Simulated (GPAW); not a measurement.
**Work function of arsenene monolayer at several levels**

Aim: the work function of both faces of arsenene monolayer, and its spread over functionals and bases. Where a layer proves gapped, the work function hangs on where the smearing puts the Fermi level, and the band edges take its place.

Method: GPAW, PAW setups; layer in a repeated cell with vacuum, relaxation of atoms and in-plane cell, in the first sound run; inputs show where later runs differ, in GPAW 26.7.0.

This is a report of a sequence of runs, with most program output left out.

## 1. Starting point

The cell holds 2 atoms: 2 As. Its edges and angles: a = 3.610 Å, b = 3.610 Å, c = 19.400 Å, α = 90.0°, β = 90.0°, γ = 120.0°. Vacuum lies along c.

Structure file:

```
As
1.0
     3.61000    0.00000    0.00000
    -1.80500    3.12635    0.00000
     0.00000    0.00000   19.40000
As
2
Direct
  0.66667 0.33333 0.46392
  0.33333 0.66667 0.53608
```

## 2. Relaxing the atoms

The atoms are relaxed first, since the surface dipole, and with it the work function, follows the positions of the outer layers.

File run.py:

```python
import json
import numpy as np
from ase import Atoms
from ase.filters import FrechetCellFilter
from ase.optimize import BFGS
from gpaw import GPAW, PW

slab = Atoms(
    ['As', 'As'],
    positions=[
        [1.80500, 1.04212, 9.00000],
        [-0.00000, 2.08423, 10.40000]],
    cell=[[3.61, 0.0, 0.0], [-1.805, 3.12635, 0.0], [0.0, 0.0, 19.4]],
    pbc=[True, True, True])

slab.calc = GPAW(mode=PW(600), xc='PBE', kpts={'size': (9, 9, 1), 'gamma': True},
                 occupations={'name': 'fermi-dirac', 'width': 0.05}, nbands='160%',
                 convergence={'density': 1e-05}, maxiter=200,
                 symmetry={'tolerance': 1e-3}, txt='slab.txt')
result = {}
# The in-plane cell is free; stress needs a cell that repeats along all three vectors
path = []
opt = BFGS(FrechetCellFilter(slab, mask=[1, 1, 0, 0, 0, 1]), maxstep=0.2)
opt.attach(lambda: path.append((slab.get_potential_energy(), slab.positions.tolist(), slab.get_forces().tolist())))
result['relaxed'] = bool(opt.run(fmax=0.02, steps=45))
result['path'] = path
result['cell'] = slab.cell.tolist()
print('in-plane lattice', slab.cell.cellpar().round(4)[[0, 1, 5]])
energy = slab.get_potential_energy()
fermi = slab.calc.get_fermi_level()
v = slab.calc.get_electrostatic_potential().mean((0, 1)) - fermi
n = slab.calc.get_pseudo_density().mean((0, 1))
L = slab.cell[2, 2]
z = np.arange(len(v)) * L / len(v)
low, high = slab.positions[:, 2].min(), slab.positions[:, 2].max()
below, above = np.interp([low - 6.8, high + 6.8], z, v)
slopes = [np.interp(x, z, np.gradient(v, z)) for x in (low - 6.8, high + 6.8)]
eps = np.array([[slab.calc.get_eigenvalues(k, s) for k in range(len(slab.calc.get_ibz_k_points()))]
                for s in range(slab.calc.get_number_of_spins())]) - fermi
top, bottom = eps[eps < 0].max(), eps[eps > 0].min()
dipole = slab.get_dipole_moment()[2]
print(f'energy {energy:.4f} eV, Fermi level {fermi:.4f} eV, dipole {dipole:.5f} e A')
print(f'potential 6.8 A off the faces, from the Fermi level: lower {below:.4f} eV, upper {above:.4f} eV')
print(f'slope of the potential there: lower {slopes[0]:.5f}, upper {slopes[1]:.5f} eV/A')
print(f'nearest levels on the mesh: {top:.4f} and {bottom:.4f} eV')
print('magnetic moment', round(slab.get_magnetic_moment(), 3))
result.update(energy=energy, fermi=fermi, dipole=dipole, below=below, above=above, slopes=slopes, edges=[top, bottom],
              z=z.tolist(), v=v.tolist(), n=n.tolist(), positions=slab.positions.tolist(),
              forces=slab.get_forces(apply_constraint=False).tolist(), moments=slab.get_magnetic_moments().tolist())
json.dump(result, open('result.json', 'w'))
```

Started as:

```sh
$ OMP_NUM_THREADS=1 OPENBLAS_NUM_THREADS=1 python run.py
```

The job ended after 25 s (1 thread of Arm Neoverse V2, shared host; peak memory 0.25 GiB).

Numbers from this step:

* dipole along the normal: -4.48e-5 e·Å
* levels nearest the Fermi level on the mesh: -0.7856, 0.8407 eV from the Fermi level

The electrostatic potential energy of an electron (without an applied field's), less the Fermi level, planar mean by z:

```csv
z (Å),"electrostatic potential energy of an electron (without an applied field's), less the Fermi level, planar mean (eV)"
0.0,4.59
0.5,4.59
1.0,4.59
1.5,4.59
2.0,4.59
2.5,4.59
3.0,4.59
3.5,4.59
4.0,4.59
4.5,4.59
5.0,4.59
5.5,4.58
6.0,4.58
6.5,4.54
7.0,4.42
7.5,3.91
8.0,1.95
8.5,-4.92
9.0,-14.3
9.5,-8.03
10.0,-9.49
10.5,-13.5
11.0,-2.88
11.5,2.58
12.0,4.08
12.5,4.46
13.0,4.55
13.5,4.58
14.0,4.59
14.5,4.59
15.0,4.59
15.5,4.59
16.0,4.59
16.5,4.59
17.0,4.59
17.5,4.59
18.0,4.59
18.5,4.59
19.0,4.59
```

The pseudo valence density, planar mean oscillates, so the rows of the table below give means over windows of 1 Å about each position, cut where the curve ends. Its maxima inside the range that stand out by 2 % of the span (Å: e/Å³): 8.5: 0.247, 9.7: 0.387, 10.9: 0.247. Its minima: 9.0: 0.158, 10.4: 0.158.

Pseudo valence density, planar mean against z; means over each step:

```csv
z (Å),"pseudo valence density, planar mean (e/Å³)"
4,3.2e-6
5,4.5e-5
6,6.4e-4
7,0.00987
8,0.118
9,0.239
10,0.303
11,0.185
12,0.0293
13,0.00187
14,1.3e-4
15,9.2e-6
```

The relaxation lowered the energy of the cell by 1.7e-4 eV (energies extrapolated to zero smearing; the optimiser's log prints free energies). The largest force left on a free atom is 0.0010 eV/Å.

## 3. The slab's potential

The work function is the vacuum plateau of the electrostatic potential less the Fermi level; a dipole layer lets the two faces have plateaus of their own.

This step: GPAW, PAW setups; slab in vacuum (GPAW 26.7.0).

run.py, as its differences from that of step 2:

```diff
@@ -3,4 +3,2 @@
 from ase import Atoms
-from ase.filters import FrechetCellFilter
-from ase.optimize import BFGS
 from gpaw import GPAW, PW
@@ -10,20 +8,13 @@
     positions=[
-        [1.80500, 1.04212, 9.00000],
-        [-0.00000, 2.08423, 10.40000]],
-    cell=[[3.61, 0.0, 0.0], [-1.805, 3.12635, 0.0], [0.0, 0.0, 19.4]],
-    pbc=[True, True, True])
+        [1.80404, 1.04157, 9.00000],
+        [-0.00000, 2.08313, 10.39551]],
+    cell=[[3.60809, -0.0, 0.0], [-1.80404, 3.12469, 0.0], [0.0, 0.0, 19.3955]],
+    pbc=[True, True, False])
 
-slab.calc = GPAW(mode=PW(600), xc='PBE', kpts={'size': (9, 9, 1), 'gamma': True},
+slab.calc = GPAW(mode=PW(400), xc='PBE', kpts={'size': (9, 9, 1), 'gamma': True},
                  occupations={'name': 'fermi-dirac', 'width': 0.05}, nbands='160%',
                  convergence={'density': 1e-05}, maxiter=200,
+                 poissonsolver={'dipolelayer': 'xy'},
                  symmetry={'tolerance': 1e-3}, txt='slab.txt')
 result = {}
-# The in-plane cell is free; stress needs a cell that repeats along all three vectors
-path = []
-opt = BFGS(FrechetCellFilter(slab, mask=[1, 1, 0, 0, 0, 1]), maxstep=0.2)
-opt.attach(lambda: path.append((slab.get_potential_energy(), slab.positions.tolist(), slab.get_forces().tolist())))
-result['relaxed'] = bool(opt.run(fmax=0.02, steps=45))
-result['path'] = path
-result['cell'] = slab.cell.tolist()
-print('in-plane lattice', slab.cell.cellpar().round(4)[[0, 1, 5]])
 energy = slab.get_potential_energy()
```

It took 5.7 s on 1 thread; peak memory 0.17 GiB.

This step gave:

* dipole along the normal: 2.17e-5 e·Å
* levels nearest the Fermi level on the mesh: -0.7857, 0.8407 eV from the Fermi level
* upper work function: 4.587 eV
* lower work function: 4.588 eV
* upper ionisation energy: 5.372 eV

Electrostatic potential energy of an electron (without an applied field's), less the Fermi level, planar mean against z:

z (Å), electrostatic potential energy of an electron (without an applied field's), less the Fermi level, planar mean (eV) and a bar from the least value:
```
      0.0        4.6 ##############################
      0.5        4.6 ##############################
      1.0        4.6 ##############################
      1.5        4.6 ##############################
      2.0        4.6 ##############################
      2.5        4.6 ##############################
      3.0        4.6 ##############################
      3.5        4.6 ##############################
      4.0        4.6 ##############################
      4.5        4.6 ##############################
      5.0        4.6 ##############################
      5.5        4.6 ##############################
      6.0        4.6 ##############################
      6.5        4.5 ##############################
      7.0        4.4 ##############################
      7.5        3.9 #############################
      8.0        1.9 ##########################
      8.5       -5.0 ###############
      9.0      -14.2 
      9.5       -8.0 ##########
     10.0       -9.5 #######
     10.5      -13.4 #
     11.0       -2.9 ##################
     11.5        2.6 ###########################
     12.0        4.1 #############################
     12.5        4.5 ##############################
     13.0        4.6 ##############################
     13.5        4.6 ##############################
     14.0        4.6 ##############################
     14.5        4.6 ##############################
     15.0        4.6 ##############################
     15.5        4.6 ##############################
     16.0        4.6 ##############################
     16.5        4.6 ##############################
     17.0        4.6 ##############################
     17.5        4.6 ##############################
     18.0        4.6 ##############################
     18.5        4.6 ##############################
     19.0        4.6 ##############################
```

The pseudo valence density, planar mean oscillates, so the rows of the table below give means over windows of 1 Å about each position, cut where the curve ends. Its maxima inside the range that stand out by 2 % of the span (Å: e/Å³): 8.6: 0.250, 9.7: 0.387, 10.8: 0.250. Its minima: 9.1: 0.168, 10.3: 0.168.

Table of pseudo valence density, planar mean by z; means over each step:

```csv
z (Å),"pseudo valence density, planar mean (e/Å³)"
4,3.2e-6
5,4.6e-5
6,6.5e-4
7,0.0100
8,0.119
9,0.239
10,0.303
11,0.184
12,0.0297
13,0.00185
14,1.3e-4
15,9.3e-6
```

The layer is gapped, so the Fermi level lies somewhere inside the gap, set by smearing and numerics, and these work functions are no property of the material; the band edges below the vacuum level are. The potential is flat to 2.2e-5 eV/Å where it is read, so the vacuum is wide enough.

## 4. Self-consistent run: xc = "vdW-DF2"

The same geometry under vdW-DF2, to see how far the functional moves the levels against the vacuum (the van der Waals functionals take revPBE setups).

run.py, as its differences from that of step 3:

```diff
@@ -13,3 +13,3 @@
 
-slab.calc = GPAW(mode=PW(400), xc='PBE', kpts={'size': (9, 9, 1), 'gamma': True},
+slab.calc = GPAW(mode=PW(400), xc='vdW-DF2', kpts={'size': (9, 9, 1), 'gamma': True},
                  occupations={'name': 'fermi-dirac', 'width': 0.05}, nbands='160%',
```

Elapsed: 12 s, on 1 thread; peak memory 0.32 GiB.

Numbers from this step:

```
dipole along the normal                    : 2.21e-5 e·Å
levels nearest the Fermi level on the mesh : -0.4051, 0.3764 eV from the Fermi level
upper work function                        : 5.295 eV
lower work function                        : 5.296 eV
upper ionisation energy                    : 5.700 eV
```

Table of electrostatic potential energy of an electron (without an applied field's), less the Fermi level, planar mean by z:

```csv
z (Å),"electrostatic potential energy of an electron (without an applied field's), less the Fermi level, planar mean (eV)"
0,5.30
1,5.30
2,5.30
3,5.30
4,5.29
5,5.29
6,5.27
7,5.07
8,2.40
9,-13.9
10,-9.20
11,-2.47
12,4.68
13,5.24
14,5.29
15,5.29
16,5.29
17,5.29
18,5.29
19,5.30
```

The pseudo valence density, planar mean oscillates, so the rows of the table below give means over windows of 1 Å about each position, cut where the curve ends. Its maxima inside the range that stand out by 2 % of the span (Å: e/Å³): 8.6: 0.249, 9.7: 0.387, 10.8: 0.249. Its minima: 9.1: 0.167, 10.3: 0.167.

The pseudo valence density, planar mean by z; means over each step:

```csv
z (Å),"pseudo valence density, planar mean (e/Å³)"
4,1.2e-5
5,7.4e-5
6,8.3e-4
7,0.0108
8,0.119
9,0.238
10,0.302
11,0.183
12,0.0305
13,0.00222
14,1.9e-4
15,2.3e-5
```

Force by atom:

```csv
atom,x (eV/Å),y (eV/Å),z (eV/Å),size
As1,0.000,0.000,-0.590,0.590
As2,0.000,0.000,0.590,0.590
```

The highest filled level lies 0.405 eV under the Fermi level, so the ionisation energy from the upper face is 5.295 + 0.405 = 5.700 eV, against 5.372 eV in the base run. The gap on the mesh falls from 1.63 to 0.782 eV, more than a change of this kind should bring; an empty state of the vacuum under the conduction band is the likely cause.

## 5. Self-consistent run: xc = "RPBE"

The same geometry under RPBE, to see how far the functional moves the levels against the vacuum.

run.py, as its differences from that of step 4:

```diff
@@ -13,3 +13,3 @@
 
-slab.calc = GPAW(mode=PW(400), xc='vdW-DF2', kpts={'size': (9, 9, 1), 'gamma': True},
+slab.calc = GPAW(mode=PW(400), xc='RPBE', kpts={'size': (9, 9, 1), 'gamma': True},
                  occupations={'name': 'fermi-dirac', 'width': 0.05}, nbands='160%',
```

Run time: 6.2 s. Hardware: 1 thread; peak memory 0.17 GiB.

Numbers from this step:

```yaml
levels_nearest_the_fermi_level_on_the_mesh: -0.8159, 0.8706 eV from the Fermi level
upper_work_function: 4.473 eV
lower_work_function: 4.474 eV
upper_ionisation_energy: 5.288 eV
```

The highest filled level lies 0.816 eV under the Fermi level, so the ionisation energy from the upper face is 4.473 + 0.816 = 5.288 eV, against 5.372 eV in the base run.

## 6. Self-consistent run: xc = "revPBE"

The same geometry under revPBE, to see how far the functional moves the levels against the vacuum.

run.py, as its differences from that of step 5:

```diff
@@ -13,3 +13,3 @@
 
-slab.calc = GPAW(mode=PW(400), xc='RPBE', kpts={'size': (9, 9, 1), 'gamma': True},
+slab.calc = GPAW(mode=PW(400), xc='revPBE', kpts={'size': (9, 9, 1), 'gamma': True},
                  occupations={'name': 'fermi-dirac', 'width': 0.05}, nbands='160%',
```

Wall time 5.9 s (1 thread); peak memory 0.17 GiB.

Numbers from this step:

- dipole along the normal: 2.19e-5 e·Å
- levels nearest the Fermi level on the mesh: -0.8103, 0.8658 eV from the Fermi level
- upper work function: 4.475 eV
- lower work function: 4.476 eV
- upper ionisation energy: 5.285 eV

The highest filled level lies 0.810 eV under the Fermi level, so the ionisation energy from the upper face is 4.475 + 0.810 = 5.285 eV, against 5.372 eV in the base run.

## 7. OptPBE vdW: xc = "optPBE-vdW"

The same geometry under optPBE-vdW, to see how far the functional moves the levels against the vacuum (the van der Waals functionals take revPBE setups).

run.py, as its differences from that of step 6:

```diff
@@ -13,3 +13,3 @@
 
-slab.calc = GPAW(mode=PW(400), xc='revPBE', kpts={'size': (9, 9, 1), 'gamma': True},
+slab.calc = GPAW(mode=PW(400), xc='optPBE-vdW', kpts={'size': (9, 9, 1), 'gamma': True},
                  occupations={'name': 'fermi-dirac', 'width': 0.05}, nbands='160%',
```

Run time: 11 s. Hardware: 1 thread; peak memory 0.32 GiB.

This step gave:

```
levels nearest the Fermi level on the mesh : -0.7983, 0.8543 eV from the Fermi level
upper work function                        : 4.782 eV
lower work function                        : 4.783 eV
upper ionisation energy                    : 5.580 eV
```

The highest filled level lies 0.798 eV under the Fermi level, so the ionisation energy from the upper face is 4.782 + 0.798 = 5.580 eV, against 5.372 eV in the base run.

## 8. Self-consistent run: xc = "LDA"

The same geometry under LDA, to see how far the functional moves the levels against the vacuum.

run.py, as its differences from that of step 7:

```diff
@@ -13,3 +13,3 @@
 
-slab.calc = GPAW(mode=PW(400), xc='optPBE-vdW', kpts={'size': (9, 9, 1), 'gamma': True},
+slab.calc = GPAW(mode=PW(400), xc='LDA', kpts={'size': (9, 9, 1), 'gamma': True},
                  occupations={'name': 'fermi-dirac', 'width': 0.05}, nbands='160%',
```

Run time: 5.3 s. Hardware: 1 thread; peak memory 0.16 GiB.

This step gave:

```
dipole along the normal                    : 2.08e-5 e·Å
levels nearest the Fermi level on the mesh : -0.7425, 0.7976 eV from the Fermi level
upper work function                        : 4.862 eV
lower work function                        : 4.863 eV
upper ionisation energy                    : 5.604 eV
```

The highest filled level lies 0.743 eV under the Fermi level, so the ionisation energy from the upper face is 4.862 + 0.743 = 5.604 eV, against 5.372 eV in the base run.

## 9. Real-space grid: mode = "fd"

A real-space grid is a second complete basis, so it checks the plane-wave result.

run.py, as its differences from that of step 8:

```diff
@@ -3,3 +3,3 @@
 from ase import Atoms
-from gpaw import GPAW, PW
+from gpaw import GPAW
 
@@ -13,3 +13,3 @@
 
-slab.calc = GPAW(mode=PW(400), xc='LDA', kpts={'size': (9, 9, 1), 'gamma': True},
+slab.calc = GPAW(mode='fd', h=0.18, xc='PBE', kpts={'size': (9, 9, 1), 'gamma': True},
                  occupations={'name': 'fermi-dirac', 'width': 0.05}, nbands='160%',
```

Run time: 12 s. Hardware: 1 thread; peak memory 0.23 GiB.

This step gave:

- dipole along the normal: 6.65e-5 e·Å
- levels nearest the Fermi level on the mesh: -0.7859, 0.8411 eV from the Fermi level
- upper work function: 4.588 eV
- lower work function: 4.589 eV
- upper ionisation energy: 5.373 eV

The highest filled level lies 0.786 eV under the Fermi level, so the ionisation energy from the upper face is 4.588 + 0.786 = 5.373 eV, against 5.372 eV in the base run.

(Part 1 of 2 ends here.)

[Logs are printed without paths, hosts, clocks, repeated set-up lines and the standing remarks that a program may print on its own settings, such as how far it seeks lower states.]

[Hosts, paths, dates, database ids (printed as entryN), source tags and the programs' standing remarks are cut or masked in the printed files.]
